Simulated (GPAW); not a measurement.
**TaN (P-6m2): the N K absorption edge**

How does the N K edge of TaN (P-6m2) move when the bonds are compressed or stretched?

Calculated with GPAW 26.7.0; X-ray absorption from dipole matrix elements to empty bands, plane-wave PAW LDA, without spin-orbit coupling.

This is a report of a sequence of runs, with most program output left out.

### Step 1. Set-up

Symmetry: P-6m2, No. 187, hexagonal system. The conventional cell has a = 2.938 Å, b = 2.938 Å, c = 2.883 Å, α = 90.00°, β = 90.00°, γ = 120.00°. Ta has 6 N at 2.23 Å nearest. Nearest to N lie 6 Ta at 2.23 Å. Farther neighbours and most contacts between anions are not listed.

### Step 2. Ground state of the crystal

A plain self-consistent run shows whether there is a gap, which decides the set-up of the core-hole run.

scf.py reads:

```python
import numpy as np
from ase import Atoms
from ase.parallel import parprint, paropen
from gpaw import GPAW, PW, FermiDirac, Mixer, MixerDif, setup_paths
from gpaw.test import gen
setup_paths.insert(0, '.')
gen('N', name='nch1s', xcname='LDA', corehole=(1, 0, 0), write_xml=True)
from gpaw.mpi import world
world.barrier()

atoms = Atoms('TaN',
    cell=[[2.938, 0, 0],
     [-1.469, 2.54438264, 0],
     [0, 0, 2.883]],
    scaled_positions=[[0, 0, 0.5],
     [0.66666667, 0.33333333, 0]],
    pbc=True)
atoms.calc = calc = GPAW(legacy_gpaw=True, mode=PW(500), xc='LDA', setups={1: 'nch1s'},
    kpts={'size': (10, 10, 9), 'gamma': True}, occupations=FermiDirac(0.05),
    charge=0, mixer=Mixer(0.1, 5, 50), maxiter=150,
    convergence={'density': 0.0001}, txt='scf.txt')
energy = atoms.get_potential_energy() + calc.get_reference_energy()
ef = calc.get_fermi_level()
out = dict(energy=energy, fermi=ef, forces=atoms.get_forces().tolist())
parprint(f'all-electron energy {energy:.4f} eV, Fermi level {ef:.4f} eV')
ev = np.array([[calc.get_eigenvalues(k, s) for k in range(len(calc.get_ibz_k_points()))] for s in range(calc.get_number_of_spins())])
out['homo'], out['lumo'], out['counts'] = ev[ev < ef].max(), ev[ev > ef].min(), sorted(set((ev < ef).sum((0, 2)).tolist()))
out['filled'] = (ev[:, 0] < ef).sum(1).tolist()
import json
with paropen('out.json', 'w') as f:
    json.dump(out, f)
```

Command:

```sh
$ OMP_NUM_THREADS=1 mpirun -n 2 gpaw python scf.py
```

Elapsed: 13 s, on 2 MPI ranks of Arm Neoverse V1, shared host; peak memory 0.18 GiB.

The mesh shows no gap, so the system is treated as a metal and the core electron is put at the Fermi level (neutral cell).

### Step 3. Reference energy of the supercell

The photon energy needs a difference of total energies, so the cell and mesh of the coming hole run are first run without a hole.

Changes to scf.py since step 2:

```diff
@@ -10,11 +10,25 @@
 
-atoms = Atoms('TaN',
-    cell=[[2.938, 0, 0],
-     [-1.469, 2.54438264, 0],
-     [0, 0, 2.883]],
-    scaled_positions=[[0, 0, 0.5],
-     [0.66666667, 0.33333333, 0]],
+atoms = Atoms('Ta8N8',
+    cell=[[0, 0, -5.766],
+     [2.938, -5.08876527, 0],
+     [-2.938, -5.08876527, 0]],
+    scaled_positions=[[0.75, 0, 0],
+     [0.75, 0.5, 0],
+     [0.25, 0, 0],
+     [0.75, 0, 0.5],
+     [0.25, 0.5, 0],
+     [0.75, 0.5, 0.5],
+     [0.25, 0, 0.5],
+     [0.25, 0.5, 0.5],
+     [0, 0.16666667, 0.66666667],
+     [0, 0.66666667, 0.66666667],
+     [0.5, 0.16666667, 0.66666667],
+     [0, 0.16666667, 0.16666667],
+     [0.5, 0.66666667, 0.66666667],
+     [0, 0.66666667, 0.16666667],
+     [0.5, 0.16666667, 0.16666667],
+     [0.5, 0.66666667, 0.16666667]],
     pbc=True)
-atoms.calc = calc = GPAW(legacy_gpaw=True, mode=PW(500), xc='LDA', setups={1: 'nch1s'},
-    kpts={'size': (10, 10, 9), 'gamma': True}, occupations=FermiDirac(0.05),
+atoms.calc = calc = GPAW(legacy_gpaw=True, mode=PW(500), xc='LDA', setups={8: 'nch1s'},
+    kpts={'size': (4, 4, 4), 'gamma': True}, occupations=FermiDirac(0.1),
     charge=0, mixer=Mixer(0.1, 5, 50), maxiter=150,
```

The job ended after 4.5 min (2 MPI ranks; peak memory 0.46 GiB).

Reference energy: -3403324.006 eV with the cores included.

### Step 4. Spectrum with XCH, N atom 2

The holes are 5.8 Å apart. In GPAW the data set carries the hole's charge, so charge=0 means a charged cell and charge=-1 a neutral one. The excited electron is kept in the cell, where it fills the lowest empty states and screens the hole. After the field has converged, empty bands are computed with the density fixed and the dipole matrix elements are summed.

The absorber has 6 Ta at 2.23 Å (trigonal prismatic, site symmetry -6m2).

xas.py reads:

```python
import numpy as np
from ase import Atoms
from ase.parallel import parprint, paropen
from gpaw import GPAW, PW, FermiDirac, Mixer, MixerDif, setup_paths
from gpaw.test import gen
setup_paths.insert(0, '.')
gen('N', name='fch1s', xcname='LDA', corehole=(1, 0, 1), write_xml=True)
from gpaw.mpi import world
world.barrier()

atoms = Atoms('Ta8N8',
    cell=[[0, 0, -5.766],
     [2.938, -5.08876527, 0],
     [-2.938, -5.08876527, 0]],
    scaled_positions=[[0.75, 0, 0],
     [0.75, 0.5, 0],
     [0.25, 0, 0],
     [0.75, 0, 0.5],
     [0.25, 0.5, 0],
     [0.75, 0.5, 0.5],
     [0.25, 0, 0.5],
     [0.25, 0.5, 0.5],
     [0, 0.16666667, 0.66666667],
     [0, 0.66666667, 0.66666667],
     [0.5, 0.16666667, 0.66666667],
     [0, 0.16666667, 0.16666667],
     [0.5, 0.66666667, 0.66666667],
     [0, 0.66666667, 0.16666667],
     [0.5, 0.16666667, 0.16666667],
     [0.5, 0.66666667, 0.16666667]],
    pbc=True)
atoms.calc = calc = GPAW(legacy_gpaw=True, mode=PW(500), xc='LDA', setups={8: 'fch1s'},
    kpts={'size': (4, 4, 4), 'gamma': True}, occupations=FermiDirac(0.1),
    charge=-1, mixer=Mixer(0.1, 5, 50), maxiter=150,
    convergence={'density': 0.0001}, txt='scf.txt')
energy = atoms.get_potential_energy() + calc.get_reference_energy()
ef = calc.get_fermi_level()
out = dict(energy=energy, fermi=ef, forces=atoms.get_forces().tolist())
parprint(f'all-electron energy {energy:.4f} eV, Fermi level {ef:.4f} eV')
ev = np.array([[calc.get_eigenvalues(k, s) for k in range(len(calc.get_ibz_k_points()))] for s in range(calc.get_number_of_spins())])
out['homo'], out['lumo'], out['counts'] = ev[ev < ef].max(), ev[ev > ef].min(), sorted(set((ev < ef).sum((0, 2)).tolist()))
out['filled'] = (ev[:, 0] < ef).sum(1).tolist()

from ase.units import Ha
from gpaw.xas import dipole_matrix_elements
nb = int(calc.get_number_of_electrons() / 2) + 145
top, nb = nb, nb + 8 + nb // 12
nscf = calc.fixed_density(kpts={'size': (5, 5, 5), 'gamma': True}, nbands=nb,
    convergence={'bands': top, 'eigenstates': 1e-5}, maxiter=60, txt='nscf.txt')
cell = atoms.cell.array
ops = [cell.T @ U.T @ np.linalg.inv(cell.T) for U in nscf.wfs.kd.symmetry.op_scc]
E = np.arange(-6, 34, 0.1)
fwhm = np.interp(E, [4, 25], [0.9, 3.5])
Y, X, zero, highest = 0, 0, 1e9, 1e9
for spin in range(nscf.get_number_of_spins()):
    wfs = nscf.wfs
    A = dipole_matrix_elements(wfs.setups[8])
    eps = np.zeros((wfs.kd.nibzkpts, nb))
    d = np.zeros((3, A.shape[1], wfs.kd.nibzkpts, nb), complex)
    for kpt in wfs.kpt_u:
        if kpt.s == spin and 8 in kpt.P_ani:
            eps[kpt.k] = kpt.eps_n * Ha
            d[:, :, kpt.k] = (kpt.weight * wfs.nspins / 2) ** 0.5 * np.inner(A, kpt.P_ani[8])
    world.sum(eps)
    world.sum(d)
    T = np.einsum('amkn,bmkn->abkn', d, d.conj()).real
    T = sum(np.einsum('ai,ijkn,bj->abkn', R, T, R) for R in ops) / len(ops)
    empty = eps > ef
    zero, highest = min(zero, eps[empty].min()), min(highest, eps[:, top - 1].min())
    lines = [(eps, T, empty)] if spin == 0 else lines + [(eps, T, empty)]
for eps, T, empty in lines:
    f = np.einsum('aakn->akn', T).reshape(3, -1)
    x = eps.ravel() - zero
    w = np.interp(x, E, fwhm) / 2.35482
    g = np.exp(-0.5 * ((E[:, None] - x) / w) ** 2) / (w * (2 * np.pi) ** 0.5)
    Y = Y + (f * empty.ravel()) @ g.T
    X = X + (f * ~empty.ravel()) @ g.T
out.update(E=E.round(2).tolist(), xas=Y.tolist(), xes=X.tolist(), zero=zero, valid=highest - zero, nk=len(eps), nb=nb)
for i in range(0, len(E), 10):
    parprint(f'{E[i]:7.2f}', *(f'{v:10.3e}' for v in Y[:, i]))
import json
with paropen('out.json', 'w') as f:
    json.dump(out, f)
```

Command:

```sh
$ OMP_NUM_THREADS=1 mpirun -n 2 gpaw python xas.py
```

It took 14 min on 2 MPI ranks; peak memory 0.95 GiB; 29 min of CPU time.

The N K spectrum, N atom 2, excited-electron core hole (neutral cell) (energy from the lowest empty level; intensity scaled to a mean of 1 over the first 20 eV; polarised curves are means over the symmetry-equivalent atoms):

```csv
E (eV),isotropic,ε ⊥ c,ε ∥ c
-2.0,0.00,0.00,0.00
-1.0,0.00,0.00,0.00
0.0,0.50,0.60,0.32
1.0,1.90,2.06,1.59
2.0,2.31,2.52,1.89
3.0,2.38,2.31,2.53
4.0,1.99,1.84,2.27
5.0,1.56,1.28,2.11
6.0,0.83,0.88,0.72
7.0,0.44,0.31,0.71
8.0,0.70,0.47,1.15
9.0,0.76,0.56,1.15
10.0,0.71,0.68,0.76
11.0,0.97,1.07,0.77
12.0,0.73,0.87,0.44
13.0,0.65,0.85,0.25
14.0,0.71,0.92,0.27
15.0,0.58,0.63,0.46
16.0,0.56,0.47,0.74
17.0,0.61,0.49,0.84
18.0,0.54,0.45,0.73
19.0,0.41,0.34,0.55
20.0,0.32,0.29,0.39
21.0,0.33,0.35,0.31
22.0,0.40,0.44,0.32
23.0,0.45,0.49,0.35
24.0,0.47,0.51,0.38
25.0,0.49,0.53,0.41
26.0,0.53,0.56,0.47
27.0,0.62,0.64,0.56
28.0,0.73,0.76,0.67
29.0,0.80,0.82,0.75
30.0,0.77,0.78,0.76
31.0,0.72,0.72,0.73
32.0,0.73,0.72,0.74
```

Main maxima below 24 eV (height): 2.5 eV (2.53), 8.6 eV (0.80), 11.0 eV (0.97), 13.8 eV (0.71) and 17.0 eV (0.61). A K edge sees empty p states; the first features are N p mixed into the empty d states of the Ta neighbours, and the broad ones above probably into the cations' higher empty bands.

The total-energy difference is 402.89 eV. One term is added: -7.76 eV, since the hole is spin-paired here and a spin-polarised one costs that much less in the free atom (computed apart). The photon energy is then 395.13 eV. The functional leaves an error in such absolute values: in the free atom LDA prices this hole 3.5 eV below PBE (computed apart), and PBE is itself good to a few eV.

### Step 5. Supercell without a hole, the energy reference

The cell changes for the next run, so it gets a reference energy of its own.

The cell differs from the one that the last finished run ended in (a 5.766 → 5.708 Å, b 5.876 → 5.817 Å, c 5.876 → 5.817 Å).

Changes to scf.py since step 3:

```diff
@@ -11,5 +11,5 @@
 atoms = Atoms('Ta8N8',
-    cell=[[0, 0, -5.766],
-     [2.938, -5.08876527, 0],
-     [-2.938, -5.08876527, 0]],
+    cell=[[0, 0, -5.70775359],
+     [2.9083212, -5.03736009, 0],
+     [-2.9083212, -5.03736009, 0]],
     scaled_positions=[[0.75, 0, 0],
```

Command:

```sh
$ OMP_NUM_THREADS=1 mpirun -n 2 gpaw python scf.py
```

It took 4 min on 2 MPI ranks; peak memory 0.44 GiB; 8 min of CPU time.

Reference energy: -3403324.205 eV with the cores included.

### Step 6. Spectrum with XCH, N atom 2

Shorter bonds are expected to push antibonding states and scattering resonances up, and longer ones down; the cell is scaled to test that.

Changed against the first core-hole run: volume scale from 1 to 0.97.

Changes to xas.py since step 4:

```diff
@@ -11,5 +11,5 @@
 atoms = Atoms('Ta8N8',
-    cell=[[0, 0, -5.766],
-     [2.938, -5.08876527, 0],
-     [-2.938, -5.08876527, 0]],
+    cell=[[0, 0, -5.70775359],
+     [2.9083212, -5.03736009, 0],
+     [-2.9083212, -5.03736009, 0]],
     scaled_positions=[[0.75, 0, 0],
@@ -45,3 +45,3 @@
 from gpaw.xas import dipole_matrix_elements
-nb = int(calc.get_number_of_electrons() / 2) + 145
+nb = int(calc.get_number_of_electrons() / 2) + 142
 top, nb = nb, nb + 8 + nb // 12
```

Command:

```sh
$ OMP_NUM_THREADS=1 mpirun -n 2 gpaw python xas.py
```

Elapsed: 14 min, on 2 MPI ranks; peak memory 0.91 GiB.

```csv
E (eV),first run,this run
-2.0,0.00,0.00
-1.0,0.00,0.00
0.0,0.50,0.54
1.0,1.90,1.85
2.0,2.31,2.19
3.0,2.38,2.34
4.0,1.99,2.02
5.0,1.56,1.59
6.0,0.83,0.97
7.0,0.44,0.43
8.0,0.70,0.60
9.0,0.76,0.78
10.0,0.71,0.67
11.0,0.97,0.95
12.0,0.73,0.83
13.0,0.65,0.63
14.0,0.71,0.70
15.0,0.58,0.60
16.0,0.56,0.52
17.0,0.61,0.59
18.0,0.54,0.58
19.0,0.41,0.47
20.0,0.32,0.36
21.0,0.33,0.33
22.0,0.40,0.38
23.0,0.45,0.43
24.0,0.47,0.45
25.0,0.49,0.47
26.0,0.53,0.50
27.0,0.62,0.56
28.0,0.73,0.66
29.0,0.80,0.76
30.0,0.77,0.79
31.0,0.72,0.74
32.0,0.73,0.69
```

Against the first run the r.m.s. difference is 5 %. The highest intensity below 16 eV goes from 2.5 eV (2.53) to 2.6 eV (2.44).

The photon energy of the zero moves by +0.03 eV.

### Step 7. Reference energy of the supercell

The cell differs from the one that the last finished run ended in (a 5.708 → 5.823 Å, b 5.817 → 5.934 Å, c 5.817 → 5.934 Å).

Changes to scf.py since step 5:

```diff
@@ -11,5 +11,5 @@
 atoms = Atoms('Ta8N8',
-    cell=[[0, 0, -5.70775359],
-     [2.9083212, -5.03736009, 0],
-     [-2.9083212, -5.03736009, 0]],
+    cell=[[0, 0, -5.82309282],
+     [2.967091, -5.13915236, 0],
+     [-2.967091, -5.13915236, 0]],
     scaled_positions=[[0.75, 0, 0],
```

Command:

```sh
$ OMP_NUM_THREADS=1 mpirun -n 2 gpaw python scf.py
```

Run time: 4.2 min. Hardware: 2 MPI ranks; peak memory 0.45 GiB.

Reference energy: -3403323.498 eV with the cores included.

### Step 8. Spectrum with XCH, N atom 2

Changed against the first core-hole run: volume scale from 1 to 1.03.

Changes to xas.py since step 6:

```diff
@@ -11,5 +11,5 @@
 atoms = Atoms('Ta8N8',
-    cell=[[0, 0, -5.70775359],
-     [2.9083212, -5.03736009, 0],
-     [-2.9083212, -5.03736009, 0]],
+    cell=[[0, 0, -5.82309282],
+     [2.967091, -5.13915236, 0],
+     [-2.967091, -5.13915236, 0]],
     scaled_positions=[[0.75, 0, 0],
@@ -45,5 +45,5 @@
 from gpaw.xas import dipole_matrix_elements
-nb = int(calc.get_number_of_electrons() / 2) + 142
+nb = int(calc.get_number_of_electrons() / 2) + 148
 top, nb = nb, nb + 8 + nb // 12
-nscf = calc.fixed_density(kpts={'size': (5, 5, 5), 'gamma': True}, nbands=nb,
+nscf = calc.fixed_density(kpts={'size': (4, 5, 5), 'gamma': True}, nbands=nb,
     convergence={'bands': top, 'eigenstates': 1e-5}, maxiter=60, txt='nscf.txt')
```

Command:

```sh
$ OMP_NUM_THREADS=1 mpirun -n 2 gpaw python xas.py
```

Run time: 14 min. Hardware: 2 MPI ranks; peak memory 0.98 GiB; 28 min of CPU time.

```csv
E (eV),first run,this run
-2.0,0.00,0.00
-1.0,0.00,0.00
0.0,0.50,0.56
1.0,1.90,1.98
2.0,2.31,2.47
3.0,2.38,2.46
4.0,1.99,1.91
5.0,1.56,1.48
6.0,0.83,0.64
7.0,0.44,0.50
8.0,0.70,0.81
9.0,0.76,0.68
10.0,0.71,0.84
11.0,0.97,0.92
12.0,0.73,0.65
13.0,0.65,0.70
14.0,0.71,0.71
15.0,0.58,0.58
16.0,0.56,0.59
17.0,0.61,0.59
18.0,0.54,0.48
19.0,0.41,0.35
20.0,0.32,0.30
21.0,0.33,0.35
22.0,0.40,0.42
23.0,0.45,0.46
24.0,0.47,0.49
25.0,0.49,0.52
26.0,0.53,0.58
27.0,0.62,0.69
28.0,0.73,0.79
29.0,0.80,0.80
30.0,0.77,0.75
31.0,0.72,0.74
32.0,0.73,0.82
```

This run also has another mesh (4×5×5 against 5×5×5), so the 7 % r.m.s. difference can't be laid on the changed setting alone. The highest intensity below 16 eV goes from 2.5 eV (2.53) to 2.6 eV (2.54).

The photon energy of the zero moves by -0.03 eV.

### Step 9. Supercell without a hole, the energy reference

The cell differs from the one that the last finished run ended in (a 5.823 → 5.879 Å, b 5.934 → 5.991 Å, c 5.934 → 5.991 Å).

Changes to scf.py since step 7:

```diff
@@ -11,5 +11,5 @@
 atoms = Atoms('Ta8N8',
-    cell=[[0, 0, -5.82309282],
-     [2.967091, -5.13915236, 0],
-     [-2.967091, -5.13915236, 0]],
+    cell=[[0, 0, -5.87908753],
+     [2.99562247, -5.18857032, 0],
+     [-2.99562247, -5.18857032, 0]],
     scaled_positions=[[0.75, 0, 0],
```

Command:

```sh
$ OMP_NUM_THREADS=1 mpirun -n 2 gpaw python scf.py
```

It took 4.1 min on 2 MPI ranks; peak memory 0.48 GiB; 8.2 min of CPU time.

Reference energy: -3403322.691 eV with the cores included.

### Step 10. Spectrum with XCH, N atom 2

Changed against the first core-hole run: volume scale from 1 to 1.06.

Changes to xas.py since step 8:

```diff
@@ -11,5 +11,5 @@
 atoms = Atoms('Ta8N8',
-    cell=[[0, 0, -5.82309282],
-     [2.967091, -5.13915236, 0],
-     [-2.967091, -5.13915236, 0]],
+    cell=[[0, 0, -5.87908753],
+     [2.99562247, -5.18857032, 0],
+     [-2.99562247, -5.18857032, 0]],
     scaled_positions=[[0.75, 0, 0],
@@ -45,3 +45,3 @@
 from gpaw.xas import dipole_matrix_elements
-nb = int(calc.get_number_of_electrons() / 2) + 148
+nb = int(calc.get_number_of_electrons() / 2) + 152
 top, nb = nb, nb + 8 + nb // 12
```

Command:

```sh
$ OMP_NUM_THREADS=1 mpirun -n 2 gpaw python xas.py
```

Elapsed: 14 min, on 2 MPI ranks; peak memory 1 GiB.

```csv
E (eV),first run,this run
-2.0,0.00,0.00
-1.0,0.00,0.00
0.0,0.50,0.60
1.0,1.90,2.06
2.0,2.31,2.61
3.0,2.38,2.46
4.0,1.99,1.89
5.0,1.56,1.35
6.0,0.83,0.55
7.0,0.44,0.60
8.0,0.70,0.85
9.0,0.76,0.64
10.0,0.71,0.93
11.0,0.97,0.82
12.0,0.73,0.63
13.0,0.65,0.75
14.0,0.71,0.69
15.0,0.58,0.59
16.0,0.56,0.61
17.0,0.61,0.56
18.0,0.54,0.42
19.0,0.41,0.30
20.0,0.32,0.30
21.0,0.33,0.37
22.0,0.40,0.44
23.0,0.45,0.48
24.0,0.47,0.51
25.0,0.49,0.56
26.0,0.53,0.64
27.0,0.62,0.76
28.0,0.73,0.82
29.0,0.80,0.79
30.0,0.77,0.75
31.0,0.72,0.80
32.0,0.73,0.91
```

This run also has another mesh (4×5×5 against 5×5×5), so the 13 % r.m.s. difference can't be laid on the changed setting alone. The highest intensity below 16 eV goes from 2.5 eV (2.53) to 2.4 eV (2.64).

The photon energy of the zero moves by -0.06 eV.

### Step 11. The volumes side by side

```csv
volume,nearest distance (Å),shift of the zero (eV),maximum 1 (eV above own zero),maximum 2 (eV above own zero),maximum 3 (eV above own zero),maximum 4 (eV above own zero)
0.97,2.204,+0.03,2.6,8.9,11.3,14.0
1,2.226,+0.00,2.5,8.6,11.0,13.8
1.03,2.248,-0.03,2.6,8.2,10.6,13.5
1.06,2.270,-0.06,2.4,7.9,10.3,13.3
```

The curves, each shifted by its zero's change so that they share one photon-energy axis, counted from the zero at V × 1:

```csv
E (eV),V × 0.97,V × 1,V × 1.03,V × 1.06
-2.0,0.00,0.00,0.00,0.00
-1.0,0.00,0.00,0.00,0.00
0.0,0.50,0.50,0.61,0.71
1.0,1.84,1.90,1.99,2.09
2.0,2.18,2.31,2.48,2.61
3.0,2.35,2.38,2.45,2.43
4.0,2.04,1.99,1.89,1.87
5.0,1.60,1.56,1.46,1.29
6.0,1.00,0.83,0.62,0.53
7.0,0.44,0.44,0.51,0.62
8.0,0.59,0.70,0.81,0.84
9.0,0.78,0.76,0.67,0.64
10.0,0.67,0.71,0.85,0.94
11.0,0.94,0.97,0.91,0.80
12.0,0.83,0.73,0.64,0.63
13.0,0.63,0.65,0.70,0.75
14.0,0.70,0.71,0.70,0.68
15.0,0.60,0.58,0.58,0.59
16.0,0.52,0.56,0.59,0.61
17.0,0.59,0.61,0.59,0.55
18.0,0.59,0.54,0.48,0.41
19.0,0.47,0.41,0.34,0.29
20.0,0.36,0.32,0.30,0.30
21.0,0.33,0.33,0.35,0.38
22.0,0.38,0.40,0.42,0.45
23.0,0.43,0.45,0.46,0.49
24.0,0.45,0.47,0.49,0.52
25.0,0.47,0.49,0.52,0.56
26.0,0.49,0.53,0.58,0.65
27.0,0.55,0.62,0.69,0.76
28.0,0.66,0.73,0.79,0.82
29.0,0.76,0.80,0.80,0.79
30.0,0.79,0.77,0.75,0.75
31.0,0.74,0.72,0.74,0.81
32.0,0.69,0.73,0.82,0.92
```

### Step 12. Outcome

```
absorber and edge                               : N K, atom 2 of the ground-state input (counted from 1)
surroundings                                    : 6 Ta at 2.23 Å (trigonal prismatic, site symmetry -6m2)
highest intensity below 16 eV                   : 2.5 eV above the zero, height 2.53
photon energy of the zero, with the added terms : 395.1 eV (raw 402.9 eV; LDA puts this hole about 4 eV below PBE, itself good to a few eV)
```

In words: From V × 0.97 to V × 1.06 the nearest distance grows by 0.066 Å and the zero moves by -0.09 eV. Above their own zero, the maxima move from 2.6 to 2.4 eV, from 8.9 to 7.9 eV, from 11.3 to 10.3 eV and from 14.0 to 13.3 eV. The meshes differ between volumes, which adds to the changes. The N K edge of atom 2, with 6 Ta at 2.23 Å (trigonal prismatic, site symmetry -6m2), has its highest intensity of the first 16 eV at 2.5 eV above the zero, near 398 eV in photon energy (LDA puts this hole about 4 eV below PBE, itself good to a few eV), 2.5 times the mean level of the first 20 eV (Gaussian full width 0.9 eV up to 4 eV, rising linearly to 3.5 eV at 25 eV). At the N K edge of atom 2 polarisation matters most near 4.7 eV, where the curves differ by 1.2 on this scale. The holes are only 5.8 Å apart, so the shape is probably not converged with cell size; no larger cell was run here. The mesh is coarse (0.25 Å⁻¹ between points), so small maxima may be mesh ripples. The structure is a published determination, not relaxed.

[Logs are printed without paths, hosts, clocks, repeated set-up lines and the standing remarks that a program may print on its own settings, such as how far it seeks lower states.]

[Hosts, paths, dates, database ids (printed as entryN), source tags and the programs' standing remarks are cut or masked in the printed files.]

[Lists of maxima count a maximum above −3 eV only where it reaches 4 % of the highest in the window and stands out from its surroundings by 2 % of it (1.5 % where it reaches 55 %); shoulders and weaker maxima are passed over, and of the rest the first, up to two pre-edge ones and the few strongest are named.]
